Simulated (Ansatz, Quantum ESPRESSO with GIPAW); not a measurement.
# From a field gradient to a quadrupolar line: 17O in SrLi2SiO4

A plane-wave PAW calculation (PBEsol, Ansatz) gives this electric field gradient, in 10²¹ V/m² and Cartesian axes, at one O site of SrLi2SiO4 (atom 7; non-bridging on Si; 5 neighbours; site symmetry 1):

```
      4.1787       -0.5639       -0.1207
     -0.5639       -2.4647        0.0669
     -0.1207        0.0669       -1.7140
```

17O has spin 5/2, Q = -0.02558 barn and |γ|/2π = 5.7742 MHz/T. The cell is the P3_121 form of a database entry, atoms relaxed, static and at 0 K. The PAW files were made for PBE.

**Task.** Find C_Q, η_Q and ν_Q, and the shift and width of the central transition under fast MAS at 11.7 T and 16.4 T.

1. The tensor is symmetric and traceless. Its eigenvalues, ordered by size, are V_xx = -1.7127, V_yy = -2.5162 and V_zz = 4.2289.

2. η_Q = (V_xx − V_yy)/V_zz = 0.190.

3. C_Q = eQV_zz/h. One unit of 10²¹ V/m² with one barn gives 24.18 MHz, so C_Q = 24.18 × −0.02558 × 4.2289 = -2.616 MHz. A spectrum shows its size, not its sign.

4. ν_Q = 3C_Q/[2I(2I−1)] = 0.392 MHz in size, and P_Q = |C_Q|√(1 + η²/3) = 2.631 MHz.

5. The resonances lie at ν0 = 67.56 and 94.70 MHz, so ν_Q/ν0 is 0.006 at most and second order holds. The centre of gravity moves by δ_Q = −(3/40)(P_Q/ν0)² F × 10⁶ ppm, with F = [I(I+1) − 3/4]/[I²(2I−1)²] = 0.08: -9.10 ppm at 11.7 T and -4.63 ppm at 16.4 T.

6. Summing the second-order term over orientations gives a full width of 20.5 ppm (1.4 kHz) and 10.4 ppm (0.99 kHz). In ppm both fall as 1/B²: (11.7/16.4)² = 0.509. The spinning rate must pass the static width for this shape to show cleanly.

[Banner, clock, file and message-heading lines were taken out of the pw.x and gipaw.x logs.]

[Logs are printed without paths, hosts, clocks, repeated set-up lines and the standing remarks that a program may print on its own settings, such as how far it seeks lower states.]

[Hosts, paths, dates, database ids (printed as entryN), source tags and the programs' standing remarks are cut or masked in the printed files.]
